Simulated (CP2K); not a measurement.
The C K edge of acetylcyclopropane was computed by TDDFT (CP2K XAS_TDP, aug-cc-pVDZ, TDA) at these levels: BHandHLYP, PBEh(45%) and PBEh(45%) + GW2X. The first three lines of C1 (bonded to C and 3 H) with a strength over 0.0015, energy in eV and strength:

```tsv
run	first	second	third
1	285.40 (0.006)	286.46 (0.021)	286.62 (0.010)
2	290.26 (0.007)	291.02 (0.022)	291.23 (0.016)
3	283.85 (0.007)	284.61 (0.022)	284.81 (0.016)
```

**Question.** Which run is which?

Run 1: BHandHLYP (50 % exact exchange). Run 2: PBEh(45%) + GW2X (45 % exact exchange). Run 3: PBEh(45%) (45 % exact exchange). Self-interaction lifts the core level, so the uncorrected lines rise with the share of exact exchange. The GW2X run keeps the spacings of its parent: 0.76 eV between the first two lines in run 2, 0.76 eV in run 3. Its shift is +6.41 eV, since the Kohn–Sham level at this share of exchange lies that far above the quasiparticle level.

[Banner, clock and machine lines of the logs are left out without a mark of their own.]

[Logs are printed without paths, hosts, clocks, repeated set-up lines and the standing remarks that a program may print on its own settings, such as how far it seeks lower states.]

[Hosts, paths, dates, database ids (printed as entryN), source tags and the programs' standing remarks are cut or masked in the printed files.]
